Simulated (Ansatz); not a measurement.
# Li2Sc (built on the sites of a database entry of ScCu2): phonons and vibrational spectra, part 2 of 2

Aim: the phonons of Li2Sc (built on the sites of a database entry of ScCu2) at a cell relaxed beforehand at this level. After the zone centre comes a 2×2×2 q mesh on a 20×20×20 k mesh.

Ansatz 0.2.0; DFT PBEsol, scalar-relativistic, plane waves, PAW.

So far. Step 2 (Zone-centre response): Before it was imposed, the acoustic sum rule was missed by 1.2e-4 eV/Å². Small misses are needed for a sound result but don't prove that mesh and cutoff are converged. The lowest optical mode is real, 234 cm⁻¹.

The structure was built from a prototype and need not be the compound's stable phase.

## (3) The dispersion

Stability and thermal properties need the whole zone. Linear response on a 2×2×2 q mesh gives force constants as far as a supercell of that size would.

The input, input.yaml:

```yaml
crystal:
  lattice:
    - [-1.704116303, 1.704116303, 5.1417769787]
    - [1.704116303, -1.704116303, 5.1417769787]
    - [1.704116303, 1.704116303, -5.1417769787]
  atoms:
    - { symbol: Sc, position: [0.0, 0.0, 0.0] }
    - { symbol: Li, position: [0.6838919087, 0.6838919087, 0.0] }
    - { symbol: Li, position: [0.3161080913, 0.3161080913, 0.0] }
kpoints:
  mp_grid: { grid: [20, 20, 20] }
hamiltonian:
  xc: pbesol
scf:
  occupations: { method: methfessel_paxton, width: 0.2 }
output:
  eigenvalues: true
phonons:
  method: dfpt
  qmesh: [2, 2, 2]
  temperatures: { t_max: 1000, t_step: 50 }
  qpath:
    path:
      - [[0.0, 0.0, 0.0], [0.0, 0.0, 0.5], [0.25, 0.25, 0.25], [0.0, 0.5, 0.0], [0.0, 0.0, 0.0], [0.5, 0.5, -0.5], [0.27746073, 0.72253927, -0.27746073]]
      - [[-0.27746073, 0.27746073, 0.27746073], [0.0, 0.0, 0.0]]
      - [[0.0, 0.0, 0.5], [-0.05492145, 0.05492145, 0.5]]
      - [[0.5, 0.5, -0.05492145], [0.5, 0.5, -0.5]]
    npoints: 10
```

Command:

```console
$ ansatz run input.yaml --threads 8 --pin off --max-ram 14336MiB --backend cpu --events-out ev --progress --plain --runs-dir out
```

Numbers of over 12 decimals in the logs are rounded to 6 here.

The log of the run:

```text
[...]
Crystal: 3 atoms, lattice volume = 59.727 Å³
Basis set: ecut = 420 eV, 1177 PW (Γ), exchange–correlation on 80×80×80 points (8 copies of the dense FFT grid, shifted against one another)
Bands: 13, of which v1, the nominal top of the filled ones, is band 9 counted from 1 (8 counted from 0)
Symmetry: 16 space group operations
k-points: 641 of 8000
[...]
SCF iter   1: F=—  HF=-2516.799936 eV  |F-HF|=—  |Δ(HF+E_count)|=         —  Δρ=4.53e-3  dr2=2.24e-2  ethr=1.77e-3  ⟨swp⟩=3.8  Hψ=34351  notcnv=0
[...]
SCF iter   9: F=-2516.794774 eV  HF=-2516.794774 eV  |F-HF|=4.09e-12  |Δ(HF+E_count)|=  9.09e-12  S|Δr|=    0.00e0  Δρ=8.01e-8  dr2=6.24e-12  ethr=1.00e-12  ⟨swp⟩=4.5  Hψ=28826  notcnv=0
SCF 1 converged in 9 iterations: F = -2516.794774 eV  dr2 = 6.24e-12
[...]
phonons: the bands overlap, so this run is a metal and interpolates without the dipole-dipole term. If the crystal is really an insulator or semiconductor, its LO-TO splitting is missing
NSCF: frozen V_eff on 641 k-points
[...]
DFPT response loops at q = (0, 0, 0) (fractional): preconditioner auto → Kerker (q_TF=auto, 2.213 Å⁻¹) (partly filled bands, converged f_vac=0.000); β = 1.00, the filter's whole step (`scf.mixing.beta` (0.50) is not read by the response loops under this deck's `scf.mixing.preconditioner`; to damp them name `kerker` or `kerker_dos`, under which they read `scf.mixing.beta`, and type it under 1.00, their step now; both keys bind the ground state too); Broyden in place of MSR1
[...]
SCF converged after 9 iterations
[...]
Free energy (F): -2516.794774 eV
[...]
Internal energy: -2516.800467 eV  (E = F + TS)
E sigma→0 (E₀):  -2516.796197 eV
Entropy (-TS):   0.005693 eV (1.898 meV/atom)
Fermi energy:    4.649688 eV
[...]
--- Band table (eV; the first three rows and the last of 641) ---
  k-point 0: bands = [... 5 lower, -23.8987, 0.2574, 3.6834, 4.7136, 5.2029, 6.3700, 6.3700, 7.2046]
  k-point 1: bands = [... 5 lower, -23.9016, 0.3193, 3.7302, 4.7393, 5.1653, 6.3038, 6.4433, 7.1437]
  k-point 2: bands = [... 5 lower, -23.9101, 0.5029, 3.8668, 4.8169, 5.0809, 6.1131, 6.6337, 6.9620]
  k-point 640: bands = [... 5 lower, -23.8987, 0.9558, 2.1525, 4.6735, 5.3738, 6.5602, 6.5602, 7.2072]
--- Phonons (Γ-DFPT): 4 representative perturbations + reference (Σ response iterations 12) ---
  ASR residual: 1.310e-4 → 0.000e0 eV/Å²; symmetrization residual: 3.544e-7 eV/Å²
  ASR residual per site (eV/Å²): 1.31e-4 8.13e-6 8.13e-6
  Γ frequencies (cm⁻¹): 0.00 0.00 0.00 234.23 234.23 242.27 327.23 373.64 373.64
--- Phonons (arbitrary-q DFPT): 4 irreducible q on the 2×2×2 mesh ---
  q = [0.0000, 0.0000, 0.0000] (star 1, of the zone-centre solve; hermiticity 3.06e-7, symmetrization 1.27e-13): -0.00 0.00 0.00 234.23 234.23 242.27 327.23 373.64 373.64
  q = [0.0000, 0.0000, -0.5000] (star 2, 4 solved perturbations in 6556 linear systems a pass and spin channel, the states on 2112 of 8000 k-point pairs; hermiticity 2.37e-7, symmetrization 3.70e-13): 111.52 112.42 163.39 214.73 246.01 301.00 330.87 362.98 367.60
  q = [0.0000, -0.5000, 0.0000] (star 4, 6 solved perturbations on 2112 of 8000 k-point pairs; hermiticity 6.68e-7, symmetrization 1.72e-13): 85.20 97.24 119.50 233.84 237.74 305.06 313.23 356.99 362.86
[...]
sum rule: each row above includes the acoustic sum rule's correction from the zone centre's row sums; it moved no ω² by more than (0.89 cm⁻¹)²
  mesh force constants: q→R imaginary residual 1.19e-17; ASR residual 1.310e-4 → 0.000e0 eV/Å²; symmetrization residual 1.776e-15 eV/Å²
  interpolated dispersion: 94 rows × 9 modes
  density of states and harmonic sums: on the 20×20×26 q-mesh, interpolated from the force constants of a 2×2×2 supercell (no non-analytic term)
  largest difference from the sums on the solved wave vectors: F 7.96e-2 eV, S 1.12e-4 and C_V 3.23e-5 eV/K
  zero-point energy: 0.131003 eV/cell   skipped modes (ω ≤ 0): 3   left out of the sums: 3.21e-5 of the cell's modes: C_V's classical limit lies that fraction below 3 k_B per atom; for a crystal, a wire or a layer, F and S can be off by more, and a phonons.interpolated_qmesh denser along its periods is the remedy for the sampling
```

Elapsed: 12 min, on 8 threads of Arm Neoverse N1, shared host; peak memory 4.1 GiB.

Numbers from this step:

- sum-rule residual before enforcement: 1.31e-4 eV/Å²
- lowest frequency on the path: 0 cm⁻¹
- highest frequency on the path or at a solved wavevector: 385.6 cm⁻¹
- mean frequency: 234.8 cm⁻¹
- Debye temperature (second moment): 479 K
- logarithmic mean frequency: 204.7 cm⁻¹
- lowest mode on the q mesh (acoustic modes at Γ apart): 83.41 cm⁻¹
- zero-point energy per atom: 43.67 meV
- heat capacity at 300 K: 22.10 J/(mol atoms K)
- vibrational entropy at 300 K: 26.91 J/(mol atoms K)
- edges of the widest gap between branches, on path and mesh: 163.4, 213.9 cm⁻¹

Frequencies (cm⁻¹) solved at each irreducible wavevector; negative means imaginary. Frequencies by wavevector, by row:

| q in reciprocal lattice units | star | mode 1 | mode 2 | mode 3 | mode 4 | mode 5 | mode 6 | mode 7 | mode 8 | mode 9 |
| --- | --- | --- | --- | --- | --- | --- | --- | --- | --- | --- |
| 0 0 0 | 1 | 0 | 0 | 0 | 234.2 | 234.2 | 242.3 | 327.2 | 373.6 | 373.6 |
| 0 0 -0.5 | 2 | 111.5 | 112.4 | 163.4 | 214.7 | 246 | 301 | 330.9 | 363 | 367.6 |
| 0 -0.5 0 | 4 | 85.2 | 97.2 | 119.5 | 233.8 | 237.7 | 305.1 | 313.2 | 357 | 362.9 |
| -0.5 -0.5 -0.5 | 1 | 83.4 | 83.4 | 103.8 | 213.9 | 213.9 | 251.7 | 362.5 | 385.6 | 385.6 |

Interpolated from a 2×2×2 q mesh, rough between the solved points. Phonon branches along the path, in cm⁻¹:

```
     point  branch 1  branch 2  branch 3  branch 4  branch 5  branch 6  branch 7  branch 8  branch 9
         Γ         0         0         0       234       234       242       327       374       374
   halfway        72        88       122       237       240       258       345       348       369
         X       112       112       163       215       246       301       331       363       368
   halfway       110       119       154       222       243       305       328       364       367
         P       108       135       135       234       234       310       324       365       365
   halfway       101       122       143       223       233       309       312       362       368
         N        85        97       120       234       238       305       313       357       363
   halfway        66        79       105       216       245       248       343       359       370
         Γ         0         0         0       234       234       242       327       374       374
   halfway        57        57        76       224       224       245       346       380       380
         M        83        83       104       214       214       252       362       386       386
   halfway        79        80        88       236       243       259       359       368       374
         S        82        91       113       240       244       299       321       358       362
jump to S0        82        91       113       240       244       299       321       358       362
   halfway        83        84       104       215       237       252       344       355       369
         Γ         0         0         0       234       234       242       327       374       374
 jump to X       112       112       163       215       246       301       331       363       368
   halfway       112       114       163       215       244       302       329       364       368
         R       114       119       161       215       240       305       325       365       368
jump to G′       114       119       161       215       240       305       325       365       368
   halfway        98       107       112       215       254       272       343       362       378
         M        83        83       104       214       214       252       362       386       386
```

The phonon branches as a text plot (rows in cm⁻¹; labels by their first letter):

```
    378 |*****                  *************      ****  ********
    362 |  ** ********************     **************  **********
    345 |   ****              ***     *      *   ***        *
    329 |***    ******       *   *****        * **  ****  **
    313 |           *********                  *        **
    297 |        ***        **                  *      * **
    281 |      **                            **  *         *
    265 |     *               *            **     *         **
    249 |*** *  *****         ************* ***    * ***   ** ***
    233 |********    *********   *****    ***  ******** ***    *
    217 |        ****   *     ****    ****      *****  **********
    201 |
    185 |
    169 |          *                                   *
    153 |        ** *   *                               **
    137 |      **    ******                             ***
    120 |     *    **    * *****               ****    ******
    104 |    *  *************   *       **   *****     *    **  *
     88 |   * **           *****       *************         ****
     72 |  ****                ***    **   ****    **         **
     56 |    *                   **  **             *
     40 | ***                    **  *               *
     24 | **                      ***                 *
      8 |**                        **
         Γ         X P      N       Γ   M     S|S    Γ|R|G      M
```

Tetrahedra on a 20×20×26 mesh, mean over bins of 5 cm-1. Interpolated from a 2×2×2 q mesh, rough between the solved points. The phonon density of states by wavenumber; read off at these points:

wavenumber (cm⁻¹), phonon density of states (1/cm⁻¹/cell) and a bar:
```
        2      0.000 
       12      0.000 
       22      0.001 
       32      0.002 #
       42      0.004 #
       52      0.006 #
       62      0.010 ##
       78      0.028 ######
       88      0.043 ##########
       98      0.060 ##############
      108      0.049 ###########
      118      0.036 ########
      128      0.026 ######
      138      0.014 ###
      148      0.011 ##
      158      0.003 #
      168      0.000 
      178      0.000 
      188      0.000 
      202      0.000 
      212      0.001 
      222      0.066 ###############
      232      0.073 #################
      238      0.078 ##################
      242      0.049 ###########
      252      0.030 #######
      262      0.012 ###
      272      0.011 ##
      282      0.012 ###
      292      0.014 ###
      302      0.023 #####
      312      0.014 ###
      328      0.024 ######
      338      0.022 #####
      348      0.028 ######
      358      0.070 ################
      368      0.129 ##############################
      378      0.026 ######
      388      0.000
```

The partial phonon density of states has structure finer than the step of the table below, so its rows give means over 20 cm⁻¹, whole bins alone (the curve runs from -10 to 407 cm⁻¹). Peaks (cm⁻¹: height): Li 233.9: 0.0688, 367.7: 0.107; Sc 100.2: 0.0560.

Phonopy on the run's constants, 17x17x21 mesh, Gaussian sigma 3.0 cm-1. Interpolated from a 2×2×2 q mesh, rough between the solved points. The partial phonon density of states by wavenumber; means over each step; values in 1/cm⁻¹/cell:

```
wavenumber (cm⁻¹)       Li       Sc
                0   1.1e-5   3.2e-5
               20   2.1e-4   7.2e-4
               40   7.5e-4  0.00280
               60  0.00167  0.00771
               80  0.00317   0.0276
              100  0.00429   0.0477
              120  0.00302   0.0314
              140  0.00107   0.0154
              160   1.2e-4  0.00240
              180        0   1.2e-6
              200   1.3e-4   1.7e-6
              220   0.0391  0.00274
              240   0.0519  0.00546
              260   0.0182  0.00195
              280   0.0115   3.2e-4
              300   0.0174   5.1e-4
              320   0.0212   6.2e-4
              340   0.0251   7.1e-4
              360   0.0737  0.00136
              380   0.0274   6.4e-4
```

Harmonic thermodynamic functions per atom, from the density of states. Interpolated from a 2×2×2 q mesh, rough between the solved points. Thermodynamic functions, by row:

```csv
T (K),F_vib (meV/atom),S (J/mol-atom/K),C_V (J/mol-atom/K)
0,43.67,0,0
50,43.34,2.243,4.733
100,40.82,7.644,11.48
200,27.12,18.46,19.31
300,3.41,26.91,22.1
400,-28,33.44,23.27
500,-65.47,38.7,23.84
600,-107.9,43.08,24.17
700,-154.6,46.83,24.37
800,-204.8,50.09,24.5
900,-258.3,52.98,24.59
1000,-314.5,55.58,24.66
```

Harmonic mean-square displacement, third of the trace. Interpolated from a 2×2×2 q mesh, rough between the solved points. Mean square displacements, by row:

| T (K) | Sc1 U_eq (Å²) | Li2 U_eq (Å²) | Li3 U_eq (Å²) |
| --- | --- | --- | --- |
| 0 | 0.00372 | 0.00933 | 0.00933 |
| 100 | 0.00699 | 0.01146 | 0.01146 |
| 300 | 0.01871 | 0.02245 | 0.02245 |
| 600 | 0.03697 | 0.0421 | 0.0421 |

Symmetry leaves 4 wavevectors to solve. The lowest mode among them, the acoustic zeros apart, lies at q = (-0.5, -0.5, -0.5) and is real, 83.4 cm⁻¹.

## (4) Another isotope

An isotope changes the mass and not the force constants, so no new electronic calculation is needed; the shifts show which modes move this element.

The same force constants with the mass of Li changed from 6.940 to 6.015 u (phonopy, no LO-TO term). Both lists are sorted by frequency; levels can cross, so a row need not hold one and the same mode. Modes under 3 cm⁻¹ are left out. Isotope shifts, by row:

```csv
q,rank,natural mass (cm⁻¹),changed mass (cm⁻¹)
0 0 0,4,234.2,247.6
0 0 0,5,234.2,247.6
0 0 0,6,242.3,256.1
0 0 0,7,327.2,351.5
0 0 0,8,373.6,401.3
0 0 0,9,373.6,401.3
0 0 -0.5,1,111.5,111.9
0 0 -0.5,2,112.4,114.4
0 0 -0.5,3,163.4,163.5
0 0 -0.5,4,214.7,230.7
0 0 -0.5,5,246,259.6
0 0 -0.5,6,301,323.3
0 0 -0.5,7,330.9,354.2
0 0 -0.5,8,363,389.9
0 0 -0.5,9,367.6,394.6
0 -0.5 0,1,85.2,85.22
0 -0.5 0,2,97.24,97.87
0 -0.5 0,3,119.5,120.5
0 -0.5 0,4,233.8,251.2
0 -0.5 0,5,237.7,252.7
0 -0.5 0,6,305.1,327.7
0 -0.5 0,7,313.2,336.4
0 -0.5 0,8,357,381.8
0 -0.5 0,9,362.9,389.8
-0.5 -0.5 -0.5,1,83.41,83.68
-0.5 -0.5 -0.5,2,83.41,83.68
-0.5 -0.5 -0.5,3,103.8,104.2
-0.5 -0.5 -0.5,4,213.9,229.8
-0.5 -0.5 -0.5,5,213.9,229.8
-0.5 -0.5 -0.5,6,251.7,270.4
-0.5 -0.5 -0.5,7,362.5,388.1
-0.5 -0.5 -0.5,8,385.6,412.8
-0.5 -0.5 -0.5,9,385.6,412.8
```

A mode of this element alone would shift by +7.41 %. The highest zone-centre frequency without the field goes from 373.6 to 401.3 cm⁻¹ (+7.4 %). The product of the frequency ratios over all optical modes at Γ is 1.464; the product rule, (m/m′)^(3k/2) (M′/M)^(3/2) with k = 2 such atoms and M the mass of the cell, gives 1.464.

## (5) Summary of results

```
space group (within 0.01 Å)                             : I4/mmm
volume per atom                                         : 19.9 Å³
electronic character                                    : no gap on this mesh
highest optical mode at the zone centre (no LO-TO term) : 374 cm⁻¹
lowest optical zone-centre mode                         : 234 cm⁻¹
lowest mode on the q mesh (acoustic modes at Γ apart)   : 83.4 cm⁻¹
highest frequency on the path or at a solved wavevector : 386 cm⁻¹
zero-point energy per atom                              : 43.7 meV
heat capacity at 300 K                                  : 22.1 J/(mol atoms K)
vibrational entropy at 300 K                            : 26.9 J/(mol atoms K)
Debye temperature (second moment)                       : 479 K
imaginary modes on the 2×2×2 q mesh                     : none
```

The structure is a minimum as far as tested: no mode is imaginary at the 4 irreducible wavevectors of the 2×2×2 mesh, and the softest away from the acoustic zeros lies at 83 cm⁻¹. The optical modes at Γ span 234 to 374 cm⁻¹. The highest mode in this list at Γ, 373.6 cm⁻¹, is mostly motion of Li (100 % of the kinetic energy). On the path and the mesh, the widest gap between branches runs from 163 to 214 cm⁻¹. The q mesh stands for a supercell only 6.8 Å across, so branches between the solved wavevectors are rough. With no gap, or one that is small against the smearing, the frequencies hang on the k mesh and the smearing, most of all near Kohn anomalies. The phonon runs are without spin polarisation, although the cell has an odd electron count. The starting cell was built on a prototype and not taken from a measurement, so the phase need not exist. These are harmonic frequencies at zero temperature: anharmonic shifts, linewidths and thermal expansion are left out.

[Logs are printed without paths, hosts, clocks, repeated set-up lines and the standing remarks that a program may print on its own settings, such as how far it seeks lower states.]

[Hosts, paths, dates, database ids (printed as entryN), source tags and the programs' standing remarks are cut or masked in the printed files.]
